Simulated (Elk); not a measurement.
## Bands of Cobalt in the lowest magnetic state tried

Aim: the bands and densities of states of Cobalt in the lowest state of several starts.

Method: PBE; all-electron APW+lo, Dirac cores, scalar-relativistic bands, in Elk 11.2.3 (patched build).

## Step 1: Starting point

Symmetry: P6_3/mmc, No. 194, hexagonal system. Conventional cell: a = 2.507 Å, b = 2.507 Å, c = 4.070 Å, α = 90.00°, β = 90.00°, γ = 120.00°. Nearest to Co lie 12 Co at 2.50 to 2.51 Å.

Structure file:

```cif
data_structure
_symmetry_space_group_name_H-M 'P 1'
_symmetry_Int_Tables_number 1
_cell_length_a 2.5074
_cell_length_b 2.5074
_cell_length_c 4.0699
_cell_angle_alpha 90.000
_cell_angle_beta 90.000
_cell_angle_gamma 120.000
_cell_volume 22.16
loop_
_atom_site_label
_atom_site_type_symbol
_atom_site_fract_x
_atom_site_fract_y
_atom_site_fract_z
_atom_site_occupancy
Co1 Co 0.33333 0.66667 0.25000 1
Co2 Co 0.66667 0.33333 0.75000 1
```

## Step 2: Ground-state run

Bands and densities of states are read from a converged potential, so the magnetic state comes first.

This is the lowest of the starts that converged (ferro ++).

Moments are seeded by fields in the spheres (the last three columns under atoms), set against the wanted direction and reduced each loop.

Input file elk.in:

```
tasks
  0
  33
  73

xctype
  20

rgkmax
  7.0

nempty
  8

swidth
  0.003675

reducebf
  0.5

epsengy
  1e-05

maxscl
  100

lmaxi
  3

spinpol
  .true.

sppath
  './'

avec
  4.73829928489 0.00000000000 0.00000000000
  -2.36914964244 4.10348755135 0.00000000000
  0.00000000000 0.00000000000 7.69099635461

atoms
  1
  'Co.in'
  2
  0.3333333333 0.6666666667 0.2500000000   0.000000 0.000000 -0.100000
  0.6666666667 0.3333333333 0.7500000000   0.000000 0.000000 -0.100000

ngridk
  18 18 10

plot3d
  0 0 0
  1 0 0
  0 1 0
  0 0 1
  13 13 21
```

Run with:

```console
OMP_NUM_THREADS=4 elk
```

Numbers of over 12 decimals in the logs are rounded to 6 here.

The log of the run:

```text
Warning(init1): few empty states an atom for a second variation :    8.000000000
 they are its basis, with spin, DFT+U, afieldc (12 by default), in Hartree-Fock and RDMFT; 30 and more for pressures
Warning(gndstate): core states of species 1 leak from the muffin-tin :   0.6697228372E-03

--- INFO.OUT ---
┌─────────────────────────┐
│ Elk code version 11.2.3 │
└─────────────────────────┘

All units are atomic (Hartree, Bohr, etc.)

┌─────────────────────────────────────────────────┐
│ Ground-state run starting from atomic densities │
└─────────────────────────────────────────────────┘

Lattice vectors :
   4.738299285       0.000000000       0.000000000
  -2.369149642       4.103487551       0.000000000
   0.000000000       0.000000000       7.690996355

Species : 1 (Co)
 parameters loaded from : Co.in
 name : cobalt
 nuclear charge    :   -27.00000000
 electronic charge :    27.00000000
 atomic mass :    107428.6517
 muffin-tin radius :    2.334644196
 number of radial points in muffin-tin :    993
 inner part over the whole radius :   0.9921812145E-02
 number on inner part of muffin-tin    :    700
 approximate nuclear radius :   0.7243775530E-04
 number of mesh points to nuclear radius :    334
 atomic positions (lattice), magnetic fields (Cartesian) :
  1 :   0.33333333  0.16666667  0.25000000    0.00000000  0.00000000 -0.10000000
  2 :  -0.33333333 -0.16666667 -0.25000000    0.00000000  0.00000000 -0.10000000

Total number of atoms per unit cell :    2
Total muffin-tin volume :    106.6057705
 ratio of muffin-tin to unit cell volume :   0.7128899609

Spin treatment :
 spin-polarised
 global magnetic field (Cartesian) :    0.000000000       0.000000000       0.000000000
 collinear magnetisation in z-direction

Number of Bravais lattice symmetries :   24
Number of crystal symmetries         :   24
Crystal has inversion symmetry
Real symmetric eigensolver will be used

k-point grid :     18    18    10
k-point offset :    0.000000000       0.000000000       0.000000000
k-point set is reduced with full crystal symmetry group
Total number of k-points :      222

Muffin-tin radius times maximum |G+k| :    7.000000000
 using average radius
Maximum |G+k| for APW functions       :    2.998315551
Maximum (1/2)|G+k|²                   :    4.494948072
Maximum |G| for potential and density :    12.00000000
Constant for pseudocharge density :    7
 order of it for each species :   14
 order of it for pair densities of each species (exact exchange by exxq0 0: 14) :   10
Radial integration step length :    1

G-vector grid sizes :     20    20    30
Number of G-vectors :     4331

Maximum angular momentum used for
 APW functions            :    8
 outer part of muffin-tin :    6
 inner part of muffin-tin :    3

Number of empty states         :     16
Total number of valence states :     64
Total number of core states    :     24

Third-order local-orbitals added for an l without core states : T
Total number of local-orbitals :     44

Exchange-correlation functional :     20     0     0
 Perdew-Burke-Ernzerhof, Phys. Rev. Lett. 77, 3865 (1996)
 gradient requirement :    1
 generalised gradient approximation (GGA)

Smearing type :    3
 Fermi-Dirac
Smearing width :   0.3675000000E-02
Effective electronic temperature (K) :    1160.473216

Mixing type :    3
 Broyden mixing, J. Phys. A: Math. Gen. 17, L317 (1984)

Kohn-Sham potential initialised from atomic data

┌──────────────────────────────┐
│ Self-consistent loop started │
└──────────────────────────────┘

┌─────────────────┐
│ Loop number : 1 │
└─────────────────┘

Energies :
 Fermi                       :     0.209351
 sum of occupied eigenvalues :     -1612.4044856882
 electron kinetic            :      2824.8677771370
 core electron kinetic       :      2558.1827044423
 Coulomb                     :     -5492.9005584782
 Coulomb potential           :     -4282.0786970543
 nuclear-nuclear             :     -499.77031406297
 electron-nuclear            :     -5724.7176521077
 Hartree                     :      731.58740769252
 Madelung                    :     -3351.8612099510
 xc potential                :     -154.96838548326
 xc effective B-field        :    -0.167132
 external B-field            :      0.000000
 exchange                    :     -116.57601668282
 correlation                 :     -2.548870
 electron entropic           :    -0.23208897983767E-02
 total energy                :     -2787.1599891462
 (external B-field energy excluded from total)

Density of states at Fermi energy :    51.55993190
 (states/Hartree/unit cell)

Estimated indirect band gap :   0.1222755749E-03
 from k-point 194 to k-point 220
Estimated direct band gap   :   0.2005926064E-02
 at k-point 12

Charges :
 core                        :    24.00000000
 valence                     :    30.00000000
 interstitial                :    1.795084873
 muffin-tins (core leakage)
  species : 1 (Co)
   atom 1                    :    26.10245756     (  0.6902775035E-03)
   atom 2                    :    26.10245756     (  0.6902775035E-03)
 total in muffin-tins        :    52.20491513
 total calculated charge     :    53.99702102
 total charge                :    54.00000000
 error                       :   0.2978977695E-02

Moments :
 interstitial                :  -0.9554594451E-01
 muffin-tins
  species : 1 (Co)
   atom 1                    :    1.950219512
   atom 2                    :    1.950219512
 total in muffin-tins        :    3.900439024
 total moment                :    3.804893080

[... earlier loops left out ...]

┌──────────────────┐
│ Loop number : 17 │
└──────────────────┘

Energies :
 Fermi                       :     0.302506
 sum of occupied eigenvalues :     -1607.0561607527
 electron kinetic            :      2828.1551795234
 core electron kinetic       :      2558.2730909445
 Coulomb                     :     -5495.7017116140
 Coulomb potential           :     -4280.1617693155
 nuclear-nuclear             :     -499.77031406297
 electron-nuclear            :     -5732.2966641440
 Hartree                     :      736.36526659294
 Madelung                    :     -3355.6208269563
 xc potential                :     -154.92606252042
 xc effective B-field        :    -0.123508
 external B-field            :      0.000000
 exchange                    :     -116.84849643228
 correlation                 :     -2.549947
 electron entropic           :    -0.23049187907445E-02
 total energy                :     -2786.9472805377
 (external B-field energy excluded from total)

Density of states at Fermi energy :    50.60032132
 (states/Hartree/unit cell)

Estimated indirect band gap :   0.3741012659E-03
 from k-point 125 to k-point 100
Estimated direct band gap   :   0.2739250949E-02
 at k-point 194

Charges :
 core                        :    24.00000000
 valence                     :    30.00000000
 interstitial                :    1.689372004
 muffin-tins (core leakage)
  species : 1 (Co)
   atom 1                    :    26.15531400     (  0.6697228372E-03)
   atom 2                    :    26.15531400     (  0.6697228372E-03)
 total in muffin-tins        :    52.31062800
 total calculated charge     :    53.99705199
 total charge                :    54.00000000
 error                       :   0.2948009193E-02

Moments :
 interstitial                :  -0.1002813535
 muffin-tins
  species : 1 (Co)
   atom 1                    :    1.665774214
   atom 2                    :    1.665774214
 total in muffin-tins        :    3.331548427
 total moment                :    3.231267074

┌──────────────────────────────┐
│ Self-consistent loop stopped │
└──────────────────────────────┘

Warning : core states of species 1 leak from the muffin-tin :   0.6697228372E-03

Wrote STATE.OUT
```

Wall time 2.6 min (4 threads of Arm Neoverse V1, shared host); peak memory 0.26 GiB; 10 min of CPU time.

This step gave:

```
density of states at the Fermi level : 1.860 states/eV/cell
moment between the spheres           : -0.1003 μB
magnetization                        : 3.231 μB
final state                          : ferromagnetic
largest moment                       : 1.666 μB
```

## Step 3: Bands and density of states

The potential is kept. Point names follow a standard table for this cell's lattice and can differ from other conventions. The density of states is interpolated from the levels on the mesh (so its value at the Fermi level can differ from the smeared one of the ground-state run), and the bands are solved anew along a path of special points.

Input file elk.in:

```
tasks
  10
  20
  15

xctype
  20

rgkmax
  7.0

nempty
  8

swidth
  0.003675

reducebf
  0.5

epsengy
  1e-05

maxscl
  100

lmaxi
  3

spinpol
  .true.

sppath
  './'

avec
  4.73829928489 0.00000000000 0.00000000000
  -2.36914964244 4.10348755135 0.00000000000
  0.00000000000 0.00000000000 7.69099635461

atoms
  1
  'Co.in'
  2
  0.3333333333 0.6666666667 0.2500000000   0.000000 0.000000 -0.000100
  0.6666666667 0.3333333333 0.7500000000   0.000000 0.000000 -0.000100

ngridk
  18 18 10

wplot
  300 60 1
  -0.35000 0.25000

plot1d
  7 84
  0.00000000 0.00000000 0.00000000
  0.50000000 0.00000000 0.00000000
  0.33333333 0.33333333 0.00000000
  0.00000000 0.00000000 0.00000000
  0.00000000 0.00000000 0.50000000
  0.50000000 0.00000000 0.50000000
  0.33333333 0.33333333 0.50000000
```

Run with:

```console
OMP_NUM_THREADS=4 elk
```

The log of the run:

```text
┌─────────────────────────────────┐
│ Elk code version 11.2.3 started │
└─────────────────────────────────┘

Info(readinput): the functional depends on the density's gradient
 muffin-tin radial points multiplied by    2.00000
 (not where nrmtscf is given)

┌───────────────────┐
│ Current task : 10 │
└───────────────────┘
Info(checkmt): changed muffin-tin radius of species 1 (Co) from   2.4000 to   2.3346

Info(findsymcrys): atomic basis shift (lattice) :
   0.000000000      0.5000000000       0.000000000
See GEOMETRY.OUT for new atomic positions

Info(writedos):
 Total density of states written to TDOS.OUT

 Partial density of states written to PDOS_Sss_Aaaaa.OUT
 for all species and atoms

 Spin-quantisation axis :    0.000000000       0.000000000       1.000000000

 Eigenvalues of a random matrix symmetrised with the site
 symmetries in the Yₗₘ basis written to ELMIREP.OUT for all
 species and atoms. Degenerate eigenvalues correspond to
 irreducible representations of each site symmetry group

 Interstitial density of states written to IDOS.OUT

 Fermi energy is at zero in plots

 DOS units are states/Hartree/unit cell

┌───────────────────┐
│ Current task : 20 │
└───────────────────┘

Info(bandstr):
 Band structure plot written to BAND.OUT

 Fermi energy is at zero in plot

 Vertex location lines written to BANDLINES.OUT

┌───────────────────┐
│ Current task : 15 │
└───────────────────┘

Warning(init1): few empty states an atom for a second variation :    8.000000000
 they are its basis, with spin, DFT+U, afieldc (12 by default), in Hartree-Fock and RDMFT; 30 and more for pressures

Info(writelsj):
 muffin-tin L, S and J expectation values written to LSJ.OUT

┌──────────────────┐
│ Elk code stopped │
└──────────────────┘
```

Wall time 2.8 min (4 threads); peak memory 0.3 GiB; 8.1 min of CPU time.

Electronic bands along the path, in eV, zero at the Fermi level; # counts the bands kept:

| point | up #9 | up #10 | up #11 | up #12 | down #7 | down #8 | down #9 | down #10 |
| --- | --- | --- | --- | --- | --- | --- | --- | --- |
| Γ | -1.90 | -0.86 | -0.86 | -0.25 | -0.56 | -0.25 | -0.12 | -0.12 |
| 0.53 of the way | -1.58 | -1.41 | -0.69 | 4.51 | -0.62 | 0.11 | 0.15 | 0.36 |
| M | -0.63 | -0.56 | 1.20 | 3.15 | -0.62 | 1.16 | 1.29 | 1.32 |
| halfway | -0.75 | -0.72 | 2.21 | 3.72 | -0.52 | 0.96 | 1.14 | 1.15 |
| K | -0.95 | -0.86 | 4.34 | 5.11 | -0.32 | 0.88 | 0.88 | 1.04 |
| 0.47 of the way | -1.23 | -0.82 | -0.74 | 5.46 | -0.51 | -0.06 | 0.54 | 0.91 |
| Γ | -1.90 | -0.86 | -0.86 | -0.25 | -0.56 | -0.25 | -0.12 | -0.12 |
| halfway | -1.59 | -1.59 | -0.89 | -0.89 | -0.73 | -0.73 | 0.22 | 0.22 |
| A | -1.15 | -1.15 | -1.14 | -1.14 | -0.98 | -0.98 | 0.71 | 0.71 |
| 0.53 of the way | -1.12 | -1.12 | -0.42 | -0.42 | -0.25 | -0.25 | 0.72 | 0.72 |
| L | -0.61 | -0.61 | 1.46 | 1.46 | 0.22 | 0.22 | 1.27 | 1.27 |
| halfway | -0.73 | -0.73 | 3.10 | 3.10 | 0.08 | 0.08 | 1.12 | 1.12 |
| H | -0.79 | -0.79 | 5.51 | 5.51 | -0.17 | -0.17 | 1.06 | 1.06 |

The density of states has structure finer than the step of the table below, so its rows give means over 0.5 eV, whole bins alone (the curve runs from -9.52 to 6.75 eV). Peaks (eV: height): up -3.37: 2.48, -2.23: 3.45, -0.76: 4.66; down -2.07: 2.31, -0.65: 3.10, 1.14: 4.56; Co1 d up -3.37: 1.04, -2.23: 1.56, -0.76: 2.28; Co1 d down -2.07: 0.891, -0.60: 1.36, 1.14: 2.23.

The density of states by energy, zero at the Fermi level; means over each step; values in states/eV/cell:

| energy (eV) | up | down | Co1 d up | Co1 d down |
| --- | --- | --- | --- | --- |
| -9.0 | 0.00506 | 0.00261 | 0 | 0 |
| -8.5 | 0.0422 | 0.0378 | 3.2e-5 | 9.9e-6 |
| -8.0 | 0.0683 | 0.0643 | 2.5e-4 | 1.5e-4 |
| -7.5 | 0.0915 | 0.0858 | 8.8e-4 | 5.0e-4 |
| -7.0 | 0.116 | 0.106 | 0.00238 | 0.00123 |
| -6.5 | 0.148 | 0.129 | 0.00578 | 0.00270 |
| -6.0 | 0.196 | 0.156 | 0.0141 | 0.00547 |
| -5.5 | 0.303 | 0.191 | 0.0413 | 0.0109 |
| -5.0 | 0.865 | 0.245 | 0.244 | 0.0223 |
| -4.5 | 1.51 | 0.359 | 0.547 | 0.0537 |
| -4.0 | 1.66 | 0.717 | 0.665 | 0.179 |
| -3.5 | 2.12 | 0.948 | 0.889 | 0.296 |
| -3.0 | 1.80 | 1.30 | 0.785 | 0.483 |
| -2.5 | 2.99 | 1.49 | 1.34 | 0.577 |
| -2.0 | 2.55 | 1.69 | 1.15 | 0.664 |
| -1.5 | 1.87 | 1.47 | 0.878 | 0.621 |
| -1.0 | 3.01 | 2.58 | 1.46 | 1.12 |
| -0.5 | 1.72 | 2.43 | 0.826 | 1.08 |
| 0.0 | 0.328 | 1.52 | 0.117 | 0.698 |
| 0.5 | 0.307 | 1.65 | 0.0916 | 0.788 |
| 1.0 | 0.315 | 3.39 | 0.0804 | 1.65 |
| 1.5 | 0.275 | 0.872 | 0.0634 | 0.399 |
| 2.0 | 0.249 | 0.428 | 0.0520 | 0.162 |
| 2.5 | 0.232 | 0.364 | 0.0442 | 0.122 |
| 3.0 | 0.230 | 0.306 | 0.0411 | 0.0912 |
| 3.5 | 0.242 | 0.269 | 0.0417 | 0.0724 |
| 4.0 | 0.220 | 0.254 | 0.0363 | 0.0624 |
| 4.5 | 0.180 | 0.258 | 0.0283 | 0.0592 |
| 5.0 | 0.184 | 0.224 | 0.0277 | 0.0484 |
| 5.5 | 0.102 | 0.188 | 0.0151 | 0.0379 |
| 6.0 | 0.0675 | 0.165 | 0.0101 | 0.0312 |

## Step 4: Outcome

```json
{"state": "ferromagnetic", "largest moment": "1.67 μB"}
```

Right at the Fermi level (the table gives means over its steps) the density of states is 0.34 states/eV a cell for spin up and 1.5 for spin down. Within the window shown, the centres of the Co1 d states of the two spins lie 1.6 eV apart, a rough measure of the splitting of the spins. The state is the lowest of the starts that converged. These are Kohn–Sham levels without spin–orbit coupling.

[Logs and program files are shortened in this print: banners, set-up blocks, solver, clock and traceback lines can be left out without a mark of their own.]

[Logs are printed without paths, hosts, clocks, repeated set-up lines and the standing remarks that a program may print on its own settings, such as how far it seeks lower states.]

[Hosts, paths, dates, database ids (printed as entryN), source tags and the programs' standing remarks are cut or masked in the printed files.]

[Where a cell is said to come from a database of computed structures, the database is the Materials Project.]
